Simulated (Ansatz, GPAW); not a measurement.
# A 2-layer slab of Cu(100): converging a work function, part 2 of 2

How do cutoff, mesh, smearing and the dipole layer change the work function of a 2-layer slab of Cu(100)?

GPAW 26.7.0 and Ansatz 0.2.0; Ansatz plane waves; slab in vacuum with a dipole correction, relaxation (the session's first sound run).

So far, upper work function (eV): step 2 (relaxation) 4.69.

**3. The slab's potential**

With the geometry fixed, the planar mean of the potential gives the vacuum level on each side.

This step: GPAW, PAW setups; slab in vacuum (GPAW 26.7.0).

The input, run.py:

```python
import json
import numpy as np
from ase import Atoms
from gpaw import GPAW, PW

slab = Atoms(
    ['Cu', 'Cu'],
    positions=[
        [1.27633, 1.27633, 9.00000],
        [-0.00000, 0.00000, 10.73522]],
    cell=[[2.55266, 0.0, 0.0], [0.0, 2.55266, 0.0], [0.0, 0.0, 19.805]],
    pbc=[True, True, False])

slab.calc = GPAW(mode=PW(400), xc='PBE', kpts={'size': (12, 12, 1), 'gamma': True},
                 occupations={'name': 'fermi-dirac', 'width': 0.1}, nbands='140%',
                 convergence={'density': 1e-05}, maxiter=200,
                 poissonsolver={'dipolelayer': 'xy'},
                 symmetry={'tolerance': 1e-3}, txt='slab.txt')
result = {}
energy = slab.get_potential_energy()
fermi = slab.calc.get_fermi_level()
v = slab.calc.get_electrostatic_potential().mean((0, 1)) - fermi
n = slab.calc.get_pseudo_density().mean((0, 1))
L = slab.cell[2, 2]
z = np.arange(len(v)) * L / len(v)
low, high = slab.positions[:, 2].min(), slab.positions[:, 2].max()
below, above = np.interp([low - 6.8, high + 6.8], z, v)
slopes = [np.interp(x, z, np.gradient(v, z)) for x in (low - 6.8, high + 6.8)]
eps = np.array([[slab.calc.get_eigenvalues(k, s) for k in range(len(slab.calc.get_ibz_k_points()))]
                for s in range(slab.calc.get_number_of_spins())]) - fermi
top, bottom = eps[eps < 0].max(), eps[eps > 0].min()
dipole = slab.get_dipole_moment()[2]
print(f'energy {energy:.4f} eV, Fermi level {fermi:.4f} eV, dipole {dipole:.5f} e A')
print(f'potential 6.8 A off the faces, from the Fermi level: lower {below:.4f} eV, upper {above:.4f} eV')
print(f'slope of the potential there: lower {slopes[0]:.5f}, upper {slopes[1]:.5f} eV/A')
print(f'nearest levels on the mesh: {top:.4f} and {bottom:.4f} eV')
print('magnetic moment', round(slab.get_magnetic_moment(), 3))
result.update(energy=energy, fermi=fermi, dipole=dipole, below=below, above=above, slopes=slopes, edges=[top, bottom],
              z=z.tolist(), v=v.tolist(), n=n.tolist(), positions=slab.positions.tolist(),
              forces=slab.get_forces(apply_constraint=False).tolist(), moments=slab.get_magnetic_moments().tolist())
json.dump(result, open('result.json', 'w'))
```

Run with:

```bash
> OMP_NUM_THREADS=1 OPENBLAS_NUM_THREADS=2 python run.py
```

Log:

```text
energy -5.9107 eV, Fermi level -2.2912 eV, dipole -0.00001 e A
potential 6.8 A off the faces, from the Fermi level: lower 4.6773 eV, upper 4.6774 eV
slope of the potential there: lower -0.00008, upper 0.00010 eV/A
nearest levels on the mesh: -0.0661 and 0.1314 eV
magnetic moment 0.0
```

Run time: 18 s. Hardware: 2 threads of Intel Xeon Platinum 8259CL at 2.50GHz (Skylake/Cascade Lake), shared host; peak memory 0.17 GiB.

This step gave:

* dipole along the normal: -6.83e-6 e·Å
* levels nearest the Fermi level on the mesh: -0.06614, 0.1314 eV from the Fermi level
* upper work function: 4.677 eV
* lower work function: 4.677 eV

Electrostatic potential energy of an electron (without an applied field's), less the Fermi level, planar mean against z:

z (Å), electrostatic potential energy of an electron (without an applied field's), less the Fermi level, planar mean (eV) and a bar from the least value:
```
      0.0        4.7 ##############################
      0.5        4.7 ##############################
      1.0        4.7 ##############################
      1.5        4.7 ##############################
      2.0        4.7 ##############################
      2.5        4.7 ##############################
      3.0        4.7 ##############################
      3.5        4.7 ##############################
      4.0        4.7 ##############################
      4.5        4.7 ##############################
      5.0        4.7 ##############################
      5.5        4.7 ##############################
      6.0        4.7 ##############################
      6.5        4.6 ##############################
      7.0        4.4 ##############################
      7.5        3.8 #############################
      8.0        1.8 ##########################
      8.5       -5.7 ###############
      9.0      -15.8 
      9.5       -6.2 ##############
     10.0       -2.6 ###################
     10.5      -12.7 ####
     11.0      -11.9 ######
     11.5       -0.6 ######################
     12.0        3.2 ############################
     12.5        4.3 #############################
     13.0        4.6 ##############################
     13.5        4.6 ##############################
     14.0        4.7 ##############################
     14.5        4.7 ##############################
     15.0        4.7 ##############################
     15.5        4.7 ##############################
     16.0        4.7 ##############################
     16.5        4.7 ##############################
     17.0        4.7 ##############################
     17.5        4.7 ##############################
     18.0        4.7 ##############################
     18.5        4.7 ##############################
     19.0        4.7 ##############################
     19.5        4.7 ##############################
```

The pseudo valence density, planar mean by z:

```csv
z (Å),"pseudo valence density, planar mean (e/Å³)"
0.00,0
0.62,0
1.03,0
1.65,0
2.06,0
2.68,0
3.09,0
3.71,0
4.33,1.0e-5
4.74,2.8e-5
5.36,1.3e-4
5.78,3.8e-4
6.40,0.00180
6.81,0.00504
7.43,0.0239
8.05,0.121
8.46,0.437
9.08,2.03
9.49,0.596
10.11,0.420
10.52,1.55
11.14,0.753
11.55,0.181
12.17,0.0337
12.79,0.00713
13.20,0.00252
13.82,5.3e-4
14.23,1.9e-4
14.85,3.7e-5
15.27,1.3e-5
15.89,4.0e-6
16.50,0
16.92,0
17.54,0
17.95,0
18.57,0
18.98,0
19.60,0
```

Force by atom:

```csv
atom,x (eV/Å),y (eV/Å),z (eV/Å),size
Cu1,0.0000,0.0000,-0.0867,0.0867
Cu2,0.0000,0.0000,0.0863,0.0863
```

The potential is flat to 9.9e-5 eV/Å where it is read, so the vacuum is wide enough. The geometry is the other program's minimum; here the largest force on a free atom is 0.086 eV/Å.

**4. Cutoff 200**

The cutoff limits how sharply the smooth valence waves can vary, which tells mostly near the atoms.

Edit run.py of step 3 so:

```diff
@@ -13,3 +13,3 @@
 
-slab.calc = GPAW(mode=PW(400), xc='PBE', kpts={'size': (12, 12, 1), 'gamma': True},
+slab.calc = GPAW(mode=PW(200), xc='PBE', kpts={'size': (12, 12, 1), 'gamma': True},
                  occupations={'name': 'fermi-dirac', 'width': 0.1}, nbands='140%',
```

Log:

```text
energy -1.3076 eV, Fermi level -2.3417 eV, dipole -0.00033 e A
potential 6.8 A off the faces, from the Fermi level: lower 4.7578 eV, upper 4.7489 eV
slope of the potential there: lower -0.01085, upper 0.01005 eV/A
nearest levels on the mesh: -0.0712 and 0.1208 eV
magnetic moment 0.0
```

Wall time 11 s (2 threads); peak memory 0.13 GiB.

The run finished. A setting was moved off its sound value on purpose, so it serves as a test and not as the result.

The fault put into the input: a cutoff under that of the base run: the energy of the cell lies 4.6 eV from the base value (ecut = 200).

The two runs compared:

```csv
quantity,this run,sound run,difference
upper work function (eV),4.7489,4.6774,0.0715
lower work function (eV),4.7578,4.6773,0.0805
```

One result that differs is the lower work function, 4.76 eV against 4.68 eV.

**5. Cutoff 300**

The cutoff limits how sharply the smooth valence waves can vary, which tells mostly near the atoms.

Edit run.py of step 4 so:

```diff
@@ -13,3 +13,3 @@
 
-slab.calc = GPAW(mode=PW(200), xc='PBE', kpts={'size': (12, 12, 1), 'gamma': True},
+slab.calc = GPAW(mode=PW(300), xc='PBE', kpts={'size': (12, 12, 1), 'gamma': True},
                  occupations={'name': 'fermi-dirac', 'width': 0.1}, nbands='140%',
```

Log:

```text
energy -5.5996 eV, Fermi level -2.2997 eV, dipole 0.00008 e A
potential 6.8 A off the faces, from the Fermi level: lower 4.6909 eV, upper 4.6901 eV
slope of the potential there: lower 0.00020, upper 0.00012 eV/A
nearest levels on the mesh: -0.0666 and 0.1326 eV
magnetic moment 0.0
```

Elapsed: 14 s, on 2 threads; peak memory 0.15 GiB.

The run finished. A setting was moved off its sound value on purpose, so it serves as a test and not as the result.

The fault put into the input: a cutoff under that of the base run: the energy of the cell lies 0.31 eV from the base value (ecut = 300).

Side by side:

```csv
quantity,this run,sound run,difference
upper work function (eV),4.6901,4.6774,0.0127
lower work function (eV),4.6909,4.6773,0.0136
```

**6. Cutoff 700: ecut = 700**

The cutoff limits how sharply the smooth valence waves can vary, which tells mostly near the atoms.

Edit run.py of step 5 so:

```diff
@@ -13,3 +13,3 @@
 
-slab.calc = GPAW(mode=PW(300), xc='PBE', kpts={'size': (12, 12, 1), 'gamma': True},
+slab.calc = GPAW(mode=PW(700), xc='PBE', kpts={'size': (12, 12, 1), 'gamma': True},
                  occupations={'name': 'fermi-dirac', 'width': 0.1}, nbands='140%',
```

Log:

```text
energy -6.2004 eV, Fermi level -2.2865 eV, dipole -0.00001 e A
potential 6.8 A off the faces, from the Fermi level: lower 4.6708 eV, upper 4.6708 eV
slope of the potential there: lower 0.00002, upper -0.00002 eV/A
nearest levels on the mesh: -0.0659 and 0.1313 eV
magnetic moment 0.0
```

It took 39 s on 2 threads; peak memory 0.24 GiB.

Numbers from this step:

* dipole along the normal: -6.57e-6 e·Å
* levels nearest the Fermi level on the mesh: -0.06595, 0.1313 eV from the Fermi level
* upper work function: 4.671 eV
* lower work function: 4.671 eV

Table of electrostatic potential energy of an electron (without an applied field's), less the Fermi level, planar mean by z:

```csv
z (Å),"electrostatic potential energy of an electron (without an applied field's), less the Fermi level, planar mean (eV)"
0.0,4.67
0.5,4.67
1.0,4.67
1.5,4.67
2.0,4.67
2.5,4.67
3.0,4.67
3.5,4.67
4.0,4.67
4.5,4.67
5.0,4.67
5.5,4.67
6.0,4.65
6.5,4.61
7.0,4.44
7.5,3.85
8.0,1.78
8.5,-5.65
9.0,-15.8
9.5,-6.17
10.0,-2.66
10.5,-12.7
11.0,-11.9
11.5,-0.619
12.0,3.18
12.5,4.25
13.0,4.55
13.5,4.64
14.0,4.66
14.5,4.67
15.0,4.67
15.5,4.67
16.0,4.67
16.5,4.67
17.0,4.67
17.5,4.67
18.0,4.67
18.5,4.67
19.0,4.67
19.5,4.67
```

The pseudo valence density, planar mean by z:

```csv
z (Å),"pseudo valence density, planar mean (e/Å³)"
5.5,1.9e-4
6.0,6.7e-4
6.5,0.00233
7.0,0.00827
7.5,0.0292
8.0,0.109
8.5,0.539
9.0,2.06
9.5,0.584
10.0,0.364
10.5,1.44
11.0,1.31
11.5,0.218
12.0,0.0529
12.5,0.0149
13.0,0.00422
13.5,0.00121
14.0,3.5e-4
14.5,9.7e-5
```

Force by atom:

```csv
atom,x (eV/Å),y (eV/Å),z (eV/Å),size
Cu1,0.0000,0.0000,-0.0917,0.0917
Cu2,0.0000,0.0000,0.0917,0.0917
```

The upper face's work function is 4.671 eV, against 4.677 eV in the first plane-wave PBE run at this geometry.

**7. K mesh 4×4**

The mesh in the plane samples the bands: a metal's Fermi level needs it dense, and band edges must lie on it.

Edit run.py of step 6 so:

```diff
@@ -13,3 +13,3 @@
 
-slab.calc = GPAW(mode=PW(700), xc='PBE', kpts={'size': (12, 12, 1), 'gamma': True},
+slab.calc = GPAW(mode=PW(400), xc='PBE', kpts={'size': (4, 4, 1), 'gamma': True},
                  occupations={'name': 'fermi-dirac', 'width': 0.1}, nbands='140%',
```

Log:

```text
energy -5.8101 eV, Fermi level -2.3981 eV, dipole -0.00001 e A
potential 6.8 A off the faces, from the Fermi level: lower 4.8374 eV, upper 4.8374 eV
slope of the potential there: lower -0.00008, upper 0.00010 eV/A
nearest levels on the mesh: -0.0034 and 0.9833 eV
magnetic moment 0.0
```

Wall time 7 s (2 threads); peak memory 0.14 GiB.

The run finished with changed settings (kpts = [4, 4]); it serves as a test.

Side by side:

```csv
quantity,this run,sound run,difference
upper work function (eV),4.8374,4.6774,0.160
lower work function (eV),4.8374,4.6773,0.160
```

The two runs differ clearly in the upper work function: 4.84 eV against 4.68 eV.

**8. K mesh 7×7**

The mesh in the plane samples the bands: a metal's Fermi level needs it dense, and band edges must lie on it.

Edit run.py of step 7 so:

```diff
@@ -13,3 +13,3 @@
 
-slab.calc = GPAW(mode=PW(400), xc='PBE', kpts={'size': (4, 4, 1), 'gamma': True},
+slab.calc = GPAW(mode=PW(400), xc='PBE', kpts={'size': (7, 7, 1), 'gamma': True},
                  occupations={'name': 'fermi-dirac', 'width': 0.1}, nbands='140%',
```

Log:

```text
energy -5.9172 eV, Fermi level -2.2692 eV, dipole -0.00001 e A
potential 6.8 A off the faces, from the Fermi level: lower 4.6432 eV, upper 4.6432 eV
slope of the potential there: lower -0.00008, upper 0.00010 eV/A
nearest levels on the mesh: -0.0987 and 0.4608 eV
magnetic moment 0.0
```

It took 9.3 s on 2 threads; peak memory 0.15 GiB.

The run finished with changed settings (kpts = [7, 7]); it serves as a test.

Side by side:

```csv
quantity,this run,sound run,difference
upper work function (eV),4.6432,4.6774,-0.0342
lower work function (eV),4.6432,4.6773,-0.0342
```

The two runs differ clearly in the upper work function: 4.64 eV against 4.68 eV.

**9. K mesh 18×18: kpts = [18, 18]**

The mesh in the plane samples the bands: a metal's Fermi level needs it dense, and band edges must lie on it.

Edit run.py of step 8 so:

```diff
@@ -13,3 +13,3 @@
 
-slab.calc = GPAW(mode=PW(400), xc='PBE', kpts={'size': (7, 7, 1), 'gamma': True},
+slab.calc = GPAW(mode=PW(400), xc='PBE', kpts={'size': (18, 18, 1), 'gamma': True},
                  occupations={'name': 'fermi-dirac', 'width': 0.1}, nbands='140%',
```

Log:

```text
energy -5.9083 eV, Fermi level -2.2911 eV, dipole -0.00001 e A
potential 6.8 A off the faces, from the Fermi level: lower 4.6754 eV, upper 4.6754 eV
slope of the potential there: lower -0.00008, upper 0.00010 eV/A
nearest levels on the mesh: -0.0821 and 0.0381 eV
magnetic moment 0.0
```

Wall time 30 s (2 threads); peak memory 0.19 GiB.

This step gave:

```
dipole along the normal                    : -6.86e-6 e·Å
levels nearest the Fermi level on the mesh : -0.08213, 0.03812 eV from the Fermi level
upper work function                        : 4.675 eV
lower work function                        : 4.675 eV
```

The upper face's work function is 4.675 eV, against 4.677 eV in the first plane-wave PBE run at this geometry.

**10. Scheme Fermi-Dirac, smearing 0.3**

Smearing changes the occupations near the Fermi level, and with them the level itself. Smearing helps the SCF of a metal converge, but it blurs occupations at band edges near the Fermi level.

Edit run.py of step 9 so:

```diff
@@ -13,4 +13,4 @@
 
-slab.calc = GPAW(mode=PW(400), xc='PBE', kpts={'size': (18, 18, 1), 'gamma': True},
-                 occupations={'name': 'fermi-dirac', 'width': 0.1}, nbands='140%',
+slab.calc = GPAW(mode=PW(400), xc='PBE', kpts={'size': (12, 12, 1), 'gamma': True},
+                 occupations={'name': 'fermi-dirac', 'width': 0.3}, nbands='140%',
                  convergence={'density': 1e-05}, maxiter=200,
```

Log:

```text
energy -5.8872 eV, Fermi level -2.2807 eV, dipole -0.00001 e A
potential 6.8 A off the faces, from the Fermi level: lower 4.6694 eV, upper 4.6694 eV
slope of the potential there: lower -0.00008, upper 0.00010 eV/A
nearest levels on the mesh: -0.1058 and 0.0941 eV
magnetic moment 0.0
```

Elapsed: 18 s, on 2 threads; peak memory 0.16 GiB.

Numbers from this step:

```yaml
dipole_along_the_normal: -7.06e-6 e·Å
levels_nearest_the_fermi_level_on_the_mesh: -0.1058, 0.09413 eV from the Fermi level
upper_work_function: 4.669 eV
lower_work_function: 4.669 eV
```

Table of electrostatic potential energy of an electron (without an applied field's), less the Fermi level, planar mean by z:

```csv
z (Å),"electrostatic potential energy of an electron (without an applied field's), less the Fermi level, planar mean (eV)"
0.0,4.67
0.5,4.67
1.0,4.67
1.5,4.67
2.0,4.67
2.5,4.67
3.0,4.67
3.5,4.67
4.0,4.67
4.5,4.67
5.0,4.67
5.5,4.66
6.0,4.65
6.5,4.60
7.0,4.43
7.5,3.84
8.0,1.75
8.5,-5.69
9.0,-15.8
9.5,-6.21
10.0,-2.66
10.5,-12.8
11.0,-11.9
11.5,-0.664
12.0,3.17
12.5,4.24
13.0,4.55
13.5,4.63
14.0,4.66
14.5,4.67
15.0,4.67
15.5,4.67
16.0,4.67
16.5,4.67
17.0,4.67
17.5,4.67
18.0,4.67
18.5,4.67
19.0,4.67
19.5,4.67
```

The upper face's work function is 4.669 eV, against 4.677 eV in the first plane-wave PBE run at this geometry.

**11. Cost and result by level**

Times are for 2 threads of Intel Xeon Platinum 8259CL at 2.50GHz (Skylake/Cascade Lake), shared host. The series side by side:

```csv
no.,run,upper work function (eV),time,memory (GiB)
1,pw,4.677,18 s,0.17
2,cutoff 700,4.671,39 s,0.24
3,k mesh 18×18,4.675,30 s,0.19
4,"scheme Fermi-Dirac, smearing 0.3",4.669,18 s,0.16
```

**12. Without the dipole layer**

The dipole layer is taken out and the cell repeats along the normal.

Edit run.py of step 10 so:

```diff
@@ -11,8 +11,7 @@
     cell=[[2.55266, 0.0, 0.0], [0.0, 2.55266, 0.0], [0.0, 0.0, 19.805]],
-    pbc=[True, True, False])
+    pbc=[True, True, True])
 
 slab.calc = GPAW(mode=PW(400), xc='PBE', kpts={'size': (12, 12, 1), 'gamma': True},
-                 occupations={'name': 'fermi-dirac', 'width': 0.3}, nbands='140%',
+                 occupations={'name': 'fermi-dirac', 'width': 0.1}, nbands='140%',
                  convergence={'density': 1e-05}, maxiter=200,
-                 poissonsolver={'dipolelayer': 'xy'},
                  symmetry={'tolerance': 1e-3}, txt='slab.txt')
```

Log:

```text
energy -5.9107 eV, Fermi level -2.2912 eV, dipole -0.00001 e A
potential 6.8 A off the faces, from the Fermi level: lower 4.6774 eV, upper 4.6774 eV
slope of the potential there: lower -0.00008, upper 0.00009 eV/A
nearest levels on the mesh: -0.0661 and 0.1314 eV
magnetic moment 0.0
```

It took 16 s on 2 threads; peak memory 0.17 GiB.

The run finished with changed settings (dipole = false and pbc_z = true); it serves as a test.

Side by side:

```csv
quantity,this run,sound run,difference
upper work function (eV),4.6774,4.6774,3.5e-5
lower work function (eV),4.6774,4.6773,6.1e-5
```

**13. Side by side**

Results and costs are gathered.

This step: comparison of work functions, dipole and cost (GPAW 26.7.0).

Ladder, by row:

```csv
step,code,"work function, upper (eV)","work function, lower (eV)",dipole (e Å),wall time (s),peak memory (GiB),threads
pw,GPAW,4.677,4.677,-6.83e-6,17.55,0.17,2
ecut200,GPAW,4.749,4.758,-3.33e-4,10.84,0.13,2
ecut300,GPAW,4.69,4.691,8.01e-5,14.12,0.15,2
ecut700,GPAW,4.671,4.671,-6.57e-6,38.56,0.24,2
k4,GPAW,4.837,4.837,-6.84e-6,6.98,0.14,2
k7,GPAW,4.643,4.643,-6.70e-6,9.34,0.15,2
k18,GPAW,4.675,4.675,-6.86e-6,30.02,0.19,2
smear,GPAW,4.669,4.669,-7.06e-6,17.87,0.16,2
nodip,GPAW,4.677,4.677,-9.10e-6,16.24,0.17,2
```

**14. What came out**

```
work function, both faces : 4.68 eV
dipole along the normal   : -6.8e-6 e Å, near the numerical noise
```

In words: With plane waves and PBE the work function is 4.68 eV on the upper face and 4.68 eV on the lower. The other smearing (Fermi-Dirac of 0.3 eV in place of Fermi-Dirac of 0.1) moves the two faces by -0.0079 and -0.0079 eV on the same mesh; a mesh is converged only for its smearing. Over the sound runs of the table the upper face's work function spans 4.669 (smear) to 4.677 eV (pw). The slab is only 1.7 Å thick between its outer nuclei, so the values belong to this film more than to the surface of the bulk metal. The in-plane lattice was kept as typed, which isn't the functional's own and leaves some strain; spin-orbit coupling and temperature are left out.

[Logs are printed without paths, hosts, clocks, repeated set-up lines and the standing remarks that a program may print on its own settings, such as how far it seeks lower states.]

[Hosts, paths, dates, database ids (printed as entryN), source tags and the programs' standing remarks are cut or masked in the printed files.]
